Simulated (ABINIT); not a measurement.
# A GW chain in ABINIT: CdSe (F-43m)

How does a plane-wave GW calculation on CdSe (F-43m) run from the first input to the gap?

Calculated with ABINIT 10.8.3; LDA and many-body steps on it, plane waves.

**What was measured.**

- Gap 1.69 ± 0.02 eV: direct gap from (alpha E)^2 extrapolation; spectroscopic ellipsometry; 300 K; film (fully relaxed MBE film, 304 nm) on GaAs(100) (“Band gap bowing of binary alloys: Experimental results compared to theoretical tight-binding supercell calculations for CdZnSe”, 2010, arxiv:1007.2297).

## Step 1: Set-up

Symmetry: F-43m, No. 216, cubic system. The conventional cell has a = 6.141 Å, b = 6.141 Å, c = 6.141 Å, α = 90.00°, β = 90.00°, γ = 90.00°. Nearest to Cd lie 4 Se at 2.66 Å. Nearest to Se lie 4 Cd at 2.66 Å. Farther neighbours, and contacts between anions beyond the nearest, are not listed.

The cell and positions are those that the Materials Project relaxed with its own functionals (PBE, PBE+U or r2SCAN), kept fixed.

## Step 2: Ground state

This step: ABINIT 10.8.3; DFT, LDA, plane waves, norm-conserving pseudopotentials.

The ground-state density comes first.

The input, run.abi:

```
acell 3*1.0 Angstrom
rprim 
  -0.000000000000 3.070271198600 3.070271198600
  3.070271198600 -0.000000000000 3.070271198600
  3.070271198600 3.070271198600 -0.000000000000
ntypat 2
znucl 48 34
natom 2
typat 1 2
xred 
  0.000000000000 0.000000000000 0.000000000000
  0.750000000000 0.750000000000 0.750000000000
pp_dirpath "pseudos"
pseudos "Cd.upf, Se.upf"
ecut 48
ngkpt 6 6 6
nshiftk 1
shiftk 0 0 0
kptopt 1
chksymbreak 0
nband 27
occopt 1
tolvrs 1e-10
nstep 60
prtwf 0
optforces 0
optstress 0
indata_prefix "in"
outdata_prefix "out"
tmpdata_prefix "tmp"
```

Command:

```console
OMP_NUM_THREADS=1 mpirun -n 4 abinit run.abi > log
```

The program printed:

```text
.Version 10.8.3 of ABINIT. v10.8.2 released Aug 2026.

 Symmetries : space group F-4 3 m (#216); Bravais cF (face-center cubic)
================================================================================
 Values of the parameters that define the memory need of the present run
     intxc =       0    ionmov =       0      iscf =       7    lmnmax =       6
     lnmax =       6     mgfft =      54  mpssoang =       3    mqgrid =    3001
     natom =       2  nloc_mem =       1    nspden =       1   nspinor =       1
    nsppol =       1      nsym =      24    n1xccc =    2501    ntypat =       2
    occopt =       1   xclevel =       1
-    mband =          27        mffmem =           1         mkmem =           4
       mpw =        6233          nfft =      157464          nkpt =          16
================================================================================
  Rough estimation (10% accuracy) of disk space for files :
================================================================================

--------------------------------------------------------------------------------
------------- Echo of variables that govern the present computation ------------
--------------------------------------------------------------------------------
 -outvars: echo values of preprocessed input variables --------
            acell      1.8897261259E+00  1.8897261259E+00  1.8897261259E+00 Bohr

      chksymbreak           0
             ecut      4.80000000E+01 Hartree
-          fftalg         312

              ixc       -1012
              kpt      0.00000000E+00  0.00000000E+00  0.00000000E+00
                       1.66666667E-01  0.00000000E+00  0.00000000E+00
                       3.33333333E-01  0.00000000E+00  0.00000000E+00
                       5.00000000E-01  0.00000000E+00  0.00000000E+00
                       1.66666667E-01  1.66666667E-01  0.00000000E+00
                       3.33333333E-01  1.66666667E-01  0.00000000E+00
                       5.00000000E-01  1.66666667E-01  0.00000000E+00
                      -3.33333333E-01  1.66666667E-01  0.00000000E+00
                      -1.66666667E-01  1.66666667E-01  0.00000000E+00
   [... 5 further rows ...]
                      -3.33333333E-01  3.33333333E-01  1.66666667E-01
                      -3.33333333E-01  5.00000000E-01  1.66666667E-01
         kptrlatt        6    0    0      0    6    0      0    0    6
          kptrlen      4.92313624E+01
P           mkmem           4
            natom           2
            nband          27
            ngfft          54      54      54
             nkpt          16
            nstep          60
             nsym          24
           ntypat           2
              occ      2.000000  2.000000  2.000000  2.000000  2.000000  2.000000
                       2.000000  2.000000  2.000000  2.000000  2.000000  2.000000
                       2.000000  2.000000  2.000000  2.000000  2.000000  2.000000
                       2.000000  2.000000  2.000000  2.000000  0.000000  0.000000
[...]
optforces           0
        optstress           0
            prtwf           0
            rprim     -0.0000000000E+00  3.0702711986E+00  3.0702711986E+00
[...]
spgroup         216

           tolvrs      1.00000000E-10

             xred      0.0000000000E+00  0.0000000000E+00  0.0000000000E+00
[...]
znucl       48.00000   34.00000

================================================================================

 chkinp: Checking input parameters for consistency.

================================================================================
== DATASET  1 ==================================================================
-   mpi_nproc: 4, omp_nthreads: 1 (-1 if OMP is not activated)

--- !DatasetInfo
iteration_state: {dtset: 1, }
dimensions: {natom: 2, nkpt: 16, mband: 27, nsppol: 1, nspinor: 1, nspden: 1, mpw: 6233, }
cutoff_energies: {ecut:  48.0, pawecutdg:  -1.0, }
electrons: {nelect:   4.40000000E+01, charge:   0.00000000E+00, occopt:   1.00000000E+00, tsmear:   1.00000000E-02, }

 Real(R)+Recip(G) space primitive vectors, cartesian coordinates (Bohr,Bohr^-1):
 R(1)=  0.0000000  5.8019717  5.8019717  G(1)= -0.0861776  0.0861776  0.0861776
 R(2)=  5.8019717  0.0000000  5.8019717  G(2)=  0.0861776 -0.0861776  0.0861776
 R(3)=  5.8019717  5.8019717  0.0000000  G(3)=  0.0861776  0.0861776 -0.0861776
 Unit cell volume ucvol=  3.9062210E+02 bohr^3
 Angles (23,13,12)=  6.00000000E+01  6.00000000E+01  6.00000000E+01 degrees

 getcut: wavevector=  0.0000  0.0000  0.0000  ngfft=  54  54  54
         ecut(hartree)=     48.000   => boxcut(ratio)=   2.11089

--- Pseudopotential description ------------------------------------------------
- Cd Generated using ONCVPSP code by D. R. Hamann
- 48.00000  20.00000  180309                  znucl, zion, pspdat
12 -1012 2 -1 1336                            pspcod,pspxc,lmax,lloc,mmax
     nproj     2     2     2
  pspatm : epsatm=   23.37058476
         --- l  ekb(1:nproj) -->
[...]
pspatm: atomic psp has been read  and splines computed

- Se Generated using ONCVPSP code by D. R. Hamann
- 34.00000  24.00000  180309                  znucl, zion, pspdat
12 -1012 2 -1 1198                            pspcod,pspxc,lmax,lloc,mmax
     nproj     2     2     2
  pspatm : epsatm=   25.89836092
         --- l  ekb(1:nproj) -->
[...]
pspatm: atomic psp has been read  and splines computed

   2.16783361E+03                                ecore*ucvol(ha*bohr**3)
--------------------------------------------------------------------------------

_setup2: Arith. and geom. avg. npw (full set) are    6205.468    6205.452

================================================================================

--- !BeginCycle
iteration_state: {dtset: 1, }
solver: {iscf: 7, nstep: 60, nline: 4, wfoptalg: 0, }
tolerances: {tolvrs: 1.00E-10, }

     iter   Etot(hartree)      deltaE(h)  residm     vres2
 ETOT  1  -503.18835058950    -5.032E+02 1.729E+01 1.604E+04
 ETOT  2  -513.87700720450    -1.069E+01 6.681E-01 2.255E+04
 ETOT  3  -516.32572184798    -2.449E+00 6.449E-01 4.431E+03
 ETOT  4  -516.61961907921    -2.939E-01 1.120E-01 1.704E+03
 ETOT  5  -516.68807543667    -6.846E-02 4.479E-03 1.064E+03
 ETOT  6  -516.77621382501    -8.814E-02 1.291E-03 2.447E+02
 ETOT  7  -516.79865277340    -2.244E-02 1.142E-03 3.842E+01
 ETOT  8  -516.80300891242    -4.356E-03 1.733E-04 1.173E-01
 ETOT  9  -516.80286854561     1.404E-04 9.191E-05 1.423E+00
 ETOT 10  -516.80302220374    -1.537E-04 1.034E-04 1.005E-04
 ETOT 11  -516.80302233047    -1.267E-07 9.557E-05 1.432E-06
 ETOT 12  -516.80302233087    -3.990E-10 4.778E-05 2.133E-06
 ETOT 13  -516.80302233104    -1.703E-10 5.958E-05 7.680E-07
 ETOT 14  -516.80302233109    -4.911E-11 1.605E-04 1.315E-08
 ETOT 15  -516.80302233110    -9.891E-12 4.177E-05 3.654E-10
 ETOT 16  -516.80302233112    -2.194E-11 2.713E-05 3.172E-11

 At SCF step   16       vres2   =  3.17E-11 < tolvrs=  1.00E-10 =>converged.

--- !ResultsGS
iteration_state: {dtset: 1, }
comment   : Summary of ground state results
lattice_vectors:
- [ -0.0000000,   5.8019717,   5.8019717, ]
- [  5.8019717,  -0.0000000,   5.8019717, ]
- [  5.8019717,   5.8019717,  -0.0000000, ]
lattice_lengths: [   8.20523,    8.20523,    8.20523, ]
lattice_angles: [ 60.000,  60.000,  60.000, ] # degrees, (23, 13, 12)
lattice_volume:   3.9062210E+02
convergence: {deltae: -2.194E-11, res2:  3.172E-11, residm:  2.713E-05, diffor:  0.000E+00, }
etotal    :  -5.16803022E+02
entropy   :   0.00000000E+00
fermie    :   1.44164891E-01
cartesian_stress_tensor: null
pressure_GPa: null
xred      :
- [  0.0000E+00,   0.0000E+00,   0.0000E+00, Cd]
- [  7.5000E-01,   7.5000E-01,   7.5000E-01, Se]
cartesian_forces: null
force_length_stats: {min: null, max: null, mean: null, }

 Integrated electronic density in atomic spheres:
 ------------------------------------------------
 Atom  Sphere_radius  Integrated_density
    1        2.00000         17.15944506
    2        2.00000         21.23551133
================================================================================

 ----iterations are completed or convergence reached----

 Mean square residual over all n,k,spin=   62.815E-09; max=  27.134E-06
 reduced coordinates (array xred) for    2 atoms
       0.000000      0.000000      0.000000
       0.750000      0.750000      0.750000
 rms dE/dt=  0.0000E+00; max dE/dt=  0.0000E+00; dE/dt below (all hartree)
    1       0.000000      0.000000      0.000000
    2       0.000000      0.000000      0.000000

 cartesian coordinates (angstrom) at end:
    1      0.000000     0.000000     0.000000
    2      4.605407     4.605407     4.605407
 length scales=  1.889726  1.889726  1.889726 bohr
              =  1.000000  1.000000  1.000000 angstroms
 prteigrs : about to open file out_EIG
 Fermi (or HOMO) energy (hartree) =   0.14416   Average Vxc (hartree)=  -0.35539
 Eigenvalues (hartree) for nkpt=  16  k points:
 kpt#   1, nband= 27, wtk=  0.00463, kpt=  0.0000  0.0000  0.0000 (reduced coord)
  -7.42900   -5.22531   -5.22531   -5.22531   -3.58147   -2.15388   -2.15388   -2.15388
  -1.57613   -1.57613   -1.57613   -1.57601   -1.57601   -0.31609   -0.14362   -0.14362
  -0.14362   -0.13077   -0.13077    0.14416    0.14416    0.14416    0.15398    0.35740
   0.35740    0.35740    0.48809
 prteigrs : prtvol=0 or 1, do not print more k-points.

--- !EnergyTerms
iteration_state     : {dtset: 1, }
comment             : Components of total free energy in Hartree
kinetic             :  2.072740E+02
hartree             :  2.114147E+02
xc                  : -5.638019E+01
Ewald energy        : -2.259871E+02
psp_core            :  5.549695E+00
local_psp           : -5.742747E+02
non_local_psp       : -8.439946E+01
total_energy        : -5.168030E+02
total_energy_eV     : -1.406293E+04
band_energy         : -8.358609E+01

== END DATASET(S) ==============================================================
================================================================================

 -outvars: echo values of variables after computation  --------
           etotal     -5.1680302233E+02
            nband          27
             nkpt          16
          spgroup         216
 [... the other variables as echoed above ...]

 Calculation completed.
```

Wall time 46 s (4 MPI ranks of Arm Neoverse V1, shared host); peak memory 0.41 GiB.

This step gave:

```yaml
total_energy: -14062.9267 eV
gap: 0.2672 eV
k_of_the_valence_top: 0, 0, 0
k_of_the_conduction_bottom: 0, 0, 0
least_direct_gap: 0.2672 eV
```

The gap is direct, at Γ.

(Part 1 of 3 ends here.)

[Long decimals in the printed logs are rounded to 6 places.]

[Logs are printed without paths, hosts, clocks, repeated set-up lines and the standing remarks that a program may print on its own settings, such as how far it seeks lower states.]

[Paths, hosts, dates, memory and timing lines, banners, echoed tables and standing remarks are left out of the program output; an Ansatz launch command may be rebuilt from the run's recorded settings. Measured values are a selection of at most five: reports struck by readers or far from the other reports are left out. None is set beside runs whose start may be inverted or whose files or cutoffs have a known fault.]

[Runs of the session that timed out or met a known fault of the program may be left out.]

[Hosts, paths, dates, database ids (printed as entryN), source tags and the programs' standing remarks are cut or masked in the printed files.]

[G0W0 gaps are taken among the corrected bands and points alone; a level outside them can change the order at an edge.]

[Where Ansatz stands beside ABINIT at settings called matched, ABINIT's density can come from a denser mesh and the files from another edition; pairs whose starting gaps differed by over 0.03 eV were left out, so agreement reads better than it is.]
